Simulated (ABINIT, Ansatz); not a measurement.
## A GW chain in ABINIT: CdF2 (Fm-3m)

Wanted: ground state, empty states, screening and self-energy for CdF2 (Fm-3m).

Main program and level: ABINIT 10.8.3; PBE and many-body steps on it, plane waves.

Most raw output is cut from this account.

### Step 1. Starting point

It takes space group Fm-3m (No. 225, cubic). The conventional cell has a = 5.388 Å, b = 5.388 Å, c = 5.388 Å, α = 90.00°, β = 90.00°, γ = 90.00°. Nearest to Cd lie 8 F at 2.33 Å. Nearest to F lie 4 Cd at 2.33 Å. Farther neighbours and most contacts between anions are not listed.

The cell and positions come from the Crystallography Open Database and are kept as given unless a step says otherwise.

### Step 2. Ground state

This step: ABINIT 10.8.3; DFT, PBE, plane waves, norm-conserving pseudopotentials.

The ground-state density comes first.

Contents of run.abi:

```
acell 3*1.0 Angstrom
rprim 
  0.000000000000 2.694000000000 2.694000000000
  2.694000000000 -0.000000000000 2.694000000000
  2.694000000000 2.694000000000 -0.000000000000
ntypat 2
znucl 48 9
natom 3
typat 1 2 2
xred 
  0.000000000000 0.000000000000 0.000000000000
  0.250000000000 0.250000000000 0.250000000000
  0.750000000000 0.750000000000 0.750000000000
pp_dirpath "pseudos"
pseudos "Cd.upf, F.upf"
ecut 47
ngkpt 6 6 6
nshiftk 1
shiftk 0 0 0
kptopt 1
chksymbreak 0
nband 22
occopt 1
tolvrs 1e-10
nstep 60
prtwf 0
optforces 0
optstress 0
indata_prefix "in"
outdata_prefix "out"
tmpdata_prefix "tmp"
```

Launch:

```bash
$ OMP_NUM_THREADS=1 mpirun -n 4 abinit run.abi > log
```

The job ended after 17 s (4 MPI ranks of Arm Neoverse V1, shared host; peak memory 0.37 GiB; 65 s of CPU time).

Numbers from this step:

* total energy: -6114.7547 eV
* gap: 3.144 eV
* k of the valence top: -0.3333, 0.5, 0.1667
* k of the conduction bottom: 0, 0, 0
* least direct gap: 3.620 eV

The gap is indirect, with the least direct gap 0.48 eV higher.

### Step 3. Bands along the symmetry lines

The cheap functional maps the bands first; the places of the edges decide which points the dearer methods must see.

Contents of run.abi:

```
acell 3*1.0 Angstrom
rprim 
  0.000000000000 2.694000000000 2.694000000000
  2.694000000000 -0.000000000000 2.694000000000
  2.694000000000 2.694000000000 -0.000000000000
ntypat 2
znucl 48 9
natom 3
typat 1 2 2
xred 
  0.000000000000 0.000000000000 0.000000000000
  0.250000000000 0.250000000000 0.250000000000
  0.750000000000 0.750000000000 0.750000000000
pp_dirpath "pseudos"
pseudos "Cd.upf, F.upf"
ecut 47
iscf -2
irdden 1
kptopt 0
nkpt 50
kpt 
  0.00000000 0.00000000 0.00000000
  0.06250000 0.00000000 0.06250000
  0.12500000 0.00000000 0.12500000
  0.18750000 0.00000000 0.18750000
  0.25000000 0.00000000 0.25000000
  0.31250000 0.00000000 0.31250000
  0.37500000 0.00000000 0.37500000
  0.43750000 0.00000000 0.43750000
  0.50000000 0.00000000 0.50000000
  0.51562500 0.03125000 0.51562500
  0.53125000 0.06250000 0.53125000
  0.54687500 0.09375000 0.54687500
  0.56250000 0.12500000 0.56250000
  0.57812500 0.15625000 0.57812500
  0.59375000 0.18750000 0.59375000
  0.60937500 0.21875000 0.60937500
  0.62500000 0.25000000 0.62500000
  0.37500000 0.37500000 0.75000000
  0.32812500 0.32812500 0.65625000
  0.28125000 0.28125000 0.56250000
  0.23437500 0.23437500 0.46875000
  0.18750000 0.18750000 0.37500000
  0.14062500 0.14062500 0.28125000
  0.09375000 0.09375000 0.18750000
  0.04687500 0.04687500 0.09375000
  0.00000000 0.00000000 0.00000000
  0.06250000 0.06250000 0.06250000
  0.12500000 0.12500000 0.12500000
  0.18750000 0.18750000 0.18750000
  0.25000000 0.25000000 0.25000000
  0.31250000 0.31250000 0.31250000
  0.37500000 0.37500000 0.37500000
  0.43750000 0.43750000 0.43750000
  0.50000000 0.50000000 0.50000000
  0.50000000 0.46875000 0.53125000
  0.50000000 0.43750000 0.56250000
  0.50000000 0.40625000 0.59375000
  0.50000000 0.37500000 0.62500000
  0.50000000 0.34375000 0.65625000
  0.50000000 0.31250000 0.68750000
  0.50000000 0.28125000 0.71875000
  0.50000000 0.25000000 0.75000000
  0.50000000 0.21875000 0.71875000
  0.50000000 0.18750000 0.68750000
  0.50000000 0.15625000 0.65625000
  0.50000000 0.12500000 0.62500000
  0.50000000 0.09375000 0.59375000
  0.50000000 0.06250000 0.56250000
  0.50000000 0.03125000 0.53125000
  0.50000000 0.00000000 0.50000000
istwfk *1
nband 24
nbdbuf 2
tolwfr 1e-08
nstep 40
prtwf 0
prtvol 0
indata_prefix "in"
outdata_prefix "out"
tmpdata_prefix "tmp"
```

It took 22 s on 4 MPI ranks; peak memory 0.36 GiB.

This step gave:

| Item | Value |
| --- | --- |
| gap | 3.124 eV |
| k of the valence top | 0.5, 0.25, 0.75 |
| k of the conduction bottom | 0, 0, 0 |
| least direct gap | 3.620 eV |

The gap is 3.124 eV, −0.020 eV from the run before at this level.

Electronic bands along the path, in eV, zero at the top of the highest filled band:

| point | band 14 | band 15 | band 16 | band 17 | band 18 | band 19 | band 20 | band 21 |
| --- | --- | --- | --- | --- | --- | --- | --- | --- |
| Γ | -0.97 | -0.50 | -0.50 | -0.50 | 3.12 | 12.74 | 12.74 | 12.74 |
| halfway | -1.83 | -0.50 | -0.31 | -0.31 | 5.33 | 10.70 | 13.59 | 13.59 |
| X | -2.94 | -0.51 | -0.09 | -0.09 | 8.04 | 9.71 | 11.96 | 14.30 |
| halfway | -2.67 | -0.56 | -0.23 | -0.12 | 8.05 | 10.01 | 11.76 | 14.25 |
| U | -2.30 | -0.95 | -0.35 | -0.20 | 7.99 | 10.79 | 11.16 | 14.50 |
| jump to K | -2.30 | -0.95 | -0.35 | -0.20 | 7.99 | 10.79 | 11.16 | 14.50 |
| halfway | -1.42 | -1.14 | -0.44 | -0.41 | 5.62 | 10.69 | 13.12 | 14.00 |
| Γ | -0.97 | -0.50 | -0.50 | -0.50 | 3.12 | 12.74 | 12.74 | 12.74 |
| halfway | -1.36 | -1.12 | -0.45 | -0.45 | 4.99 | 10.84 | 13.56 | 13.56 |
| L | -1.83 | -1.83 | -0.39 | -0.39 | 7.20 | 9.18 | 14.53 | 14.53 |
| halfway | -1.85 | -1.49 | -0.47 | -0.24 | 7.58 | 9.86 | 12.99 | 13.97 |
| W | -1.52 | -1.52 | -0.60 | 0.00 | 8.10 | 11.53 | 11.72 | 11.72 |
| halfway | -2.48 | -0.56 | -0.53 | -0.04 | 8.07 | 10.29 | 11.71 | 13.39 |
| X | -2.94 | -0.51 | -0.09 | -0.09 | 8.04 | 9.71 | 11.96 | 14.30 |

### Step 4. Empty states on the mesh, 4×4×4 mesh, 56 bands

The sums over transitions need many empty states on a uniform mesh; this step solves for them.

Contents of run.abi:

```
acell 3*1.0 Angstrom
rprim 
  0.000000000000 2.694000000000 2.694000000000
  2.694000000000 -0.000000000000 2.694000000000
  2.694000000000 2.694000000000 -0.000000000000
ntypat 2
znucl 48 9
natom 3
typat 1 2 2
xred 
  0.000000000000 0.000000000000 0.000000000000
  0.250000000000 0.250000000000 0.250000000000
  0.750000000000 0.750000000000 0.750000000000
pp_dirpath "pseudos"
pseudos "Cd.upf, F.upf"
ecut 47
ngkpt 4 4 4
nshiftk 1
shiftk 0 0 0
kptopt 1
chksymbreak 0
iscf -2
irdden 1
istwfk *1
nband 56
nbdbuf 4
tolwfr 1e-09
nstep 60
prtvol 0
indata_prefix "in"
outdata_prefix "out"
tmpdata_prefix "tmp"
```

The job ended after 13 s (4 MPI ranks; peak memory 0.32 GiB; 52 s of CPU time).

Numbers from this step:

```
gap                                                           : 3.124 eV
k of the valence top                                          : -0.25, 0.5, 0.25
k of the conduction bottom                                    : 0, 0, 0
least direct gap                                              : 3.620 eV
k points computed                                             : 8
lowest point of the top converged band, above the valence top : 50.3958 eV
```

On this mesh the gap is 3.124 eV.

### Step 5. Screening, 4×4×4 mesh, 52 bands, screening to 119.7 eV

The RPA dielectric matrix is built and inverted for each q.

This step: RPA screening on PBE, plane waves, norm-conserving pseudopotentials.

Changes to run.abi since step 4:

```diff
@@ -21,10 +21,11 @@
 chksymbreak 0
-iscf -2
-irdden 1
 istwfk *1
-nband 56
-nbdbuf 4
-tolwfr 1e-09
-nstep 60
-prtvol 0
+occopt 1
+irdwfk 1
+optdriver 3
+nband 52
+ecuteps 4.4
+inclvkb 2
+awtr 1
+symchi 1
 indata_prefix "in"
```

Wall time 15 s (4 MPI ranks); peak memory 0.79 GiB; 60 s of CPU time.

This step gave:

```
ε∞ with local fields, on this mesh, along the program's q direction : 2.751
the same without local fields                                       : 2.858
plasma frequency                                                    : 34.62 eV
plane waves in the screening matrix                                 : 113
```

Local fields lower ε∞ by 4 %. On a Γ-centred mesh this coarse the value itself is usually too large, while a short band sum pulls it down.

### Step 6. Self-energy, 4×4×4 mesh, 52 bands, screening to 119.7 eV

The self-energy is evaluated for the states that the input lists, and the levels follow from it, in one-shot runs by the linearised quasiparticle equation.

This step: G0W0 on PBE, plane waves, norm-conserving pseudopotentials.

Changes to run.abi since step 5:

```diff
@@ -24,8 +24,17 @@
 irdwfk 1
-optdriver 3
+optdriver 4
 nband 52
+gwcalctyp 0
+ecutsigx 47
+symsigma 1
+nkptgw 2
+kptgw 
+  -0.2500000000 0.5000000000 0.2500000000
+  0.0000000000 0.0000000000 0.0000000000
+bdgw 
+  16 19
+  15 21
 ecuteps 4.4
-inclvkb 2
-awtr 1
-symchi 1
+irdscr 1
+ppmodel 1
 indata_prefix "in"
```

Wall time 4.9 s (4 MPI ranks); peak memory 0.88 GiB.

Numbers from this step:

| Quantity | Value |
| --- | --- |
| G0W0 gap on the points computed | 5.431 eV |
| starting gap on the mesh | 3.124 eV |
| k of the valence top | -0.25, 0.5, 0.25 |
| k of the conduction bottom | 0, 0, 0 |
| Z at the valence top | 0.803 |
| Z at the conduction bottom | 0.876 |
| least direct G0W0 gap on the computed points | 6.183 eV |

The gap on the mesh goes from 3.12 eV to 5.43 eV, a correction of +2.31 eV.

Limits: finite bands, cutoff and mesh; d shell near the gap, gap tends to lie low; no spin-orbit coupling; coarse k mesh. v1 is the top filled band, c1 the lowest empty one. The levels before and after the correction (eV, zero at the valence-band top of each column):

|  | conduction bottom | valence top |
| --- | --- | --- |
| Kohn-Sham | 3.12 | 0.00 |
| G0W0 | 5.43 | 0.00 |

|  | level | energy (eV) |
| --- | --- | --- |
| Kohn-Sham | (-0.25 0.5 0.25) v2 | -0.599 |
| Kohn-Sham | (-0.25 0.5 0.25) v1 | 0.000 |
| Kohn-Sham | (-0.25 0.5 0.25) c1 | 8.101 |
| Kohn-Sham | (-0.25 0.5 0.25) c2 | 11.529 |
| Kohn-Sham | Γ v3-v1 | -0.496 |
| Kohn-Sham | Γ c1 | 3.124 |
| Kohn-Sham | Γ c2-c4 | 12.741 |
| G0W0 | (-0.25 0.5 0.25) v2 | -0.643 |
| G0W0 | (-0.25 0.5 0.25) v1 | 0.000 |
| G0W0 | (-0.25 0.5 0.25) c1 | 11.604 |
| G0W0 | (-0.25 0.5 0.25) c2 | 13.835 |
| G0W0 | Γ v3-v1 | -0.752 |
| G0W0 | Γ c1 | 5.431 |
| G0W0 | Γ c2-c4 | 15.400 |

### Step 7. Where the time went

Times are wall times on 4 MPI ranks of Arm Neoverse V1, shared host, good to a factor of about two.

| step | time | share | memory (GiB) |
| --- | --- | --- | --- |
| ground state | 17 s | 23 % | 0.37 |
| bands along the symmetry lines | 22 s | 31 % | 0.36 |
| empty states on the mesh | 13 s | 18 % | 0.32 |
| screening | 15 s | 21 % | 0.79 |
| self-energy | 4.9 s | 7 % | 0.88 |

### Step 8. What came out

| Property | Result |
| --- | --- |
| PBE gap | 3.12 eV, indirect |
| G0W0 gap on the mesh | 5.43 eV |
| GW settings | 4×4×4 mesh, 52 bands, screening to 119.7 eV, Godby-Needs plasmon pole |
| known limits | not at the basis limit; d shell near the gap, gap tends to lie low; no spin-orbit coupling; coarse k mesh |

What this shows: G0W0 moves the gap on the mesh from 3.12 eV to 5.43 eV (+2.31 eV), with Z of 0.80 and 0.88 at the edges. Local fields lower the RPA ε∞ on this mesh from 2.86 to 2.75; a Γ-centred mesh this coarse tends to raise both, most where the direct gap is narrow, while a short band sum lowers them. Only 2 of the mesh's irreducible points were corrected, so a valley elsewhere could overtake. Bands and cutoff are finite, so the gap is not at the basis limit. The miss can reach some tenths of an eV and take either sign; the mesh is an error of its own. In the G0W0 run levels were corrected at 2 k points alone, so a gap called «on the mesh» is the least over those, and an edge elsewhere would be missed. The 4×4×4 mesh is coarse for this cell, which bears on the long-range parts of exchange and screening. A d shell, filled or nearly so, lies near the gap. One-shot GW converges very slowly in bands there, not always from below, and on a semilocal start the gap tends to come out low; starts rich in exact exchange can overshoot instead. The many-body steps are scalar-relativistic: spin-orbit coupling is not in them.

[Paths, hosts, dates, memory and timing lines, banners, echoed tables and standing remarks are left out of the program output.]

[Logs are printed without paths, hosts, clocks, repeated set-up lines and the standing remarks that a program may print on its own settings, such as how far it seeks lower states.]

[Runs of the session that timed out or met a known fault of the program may be left out.]

[Hosts, paths, dates, database ids (printed as entryN), source tags and the programs' standing remarks are cut or masked in the printed files.]

[G0W0 gaps are taken among the corrected bands and points alone; a level outside them can change the order at an edge.]

[Where Ansatz stands beside ABINIT at settings called matched, ABINIT's density can come from a denser mesh and the files from another edition; pairs whose starting gaps differed by over 0.03 eV were left out, so agreement reads better than it is.]
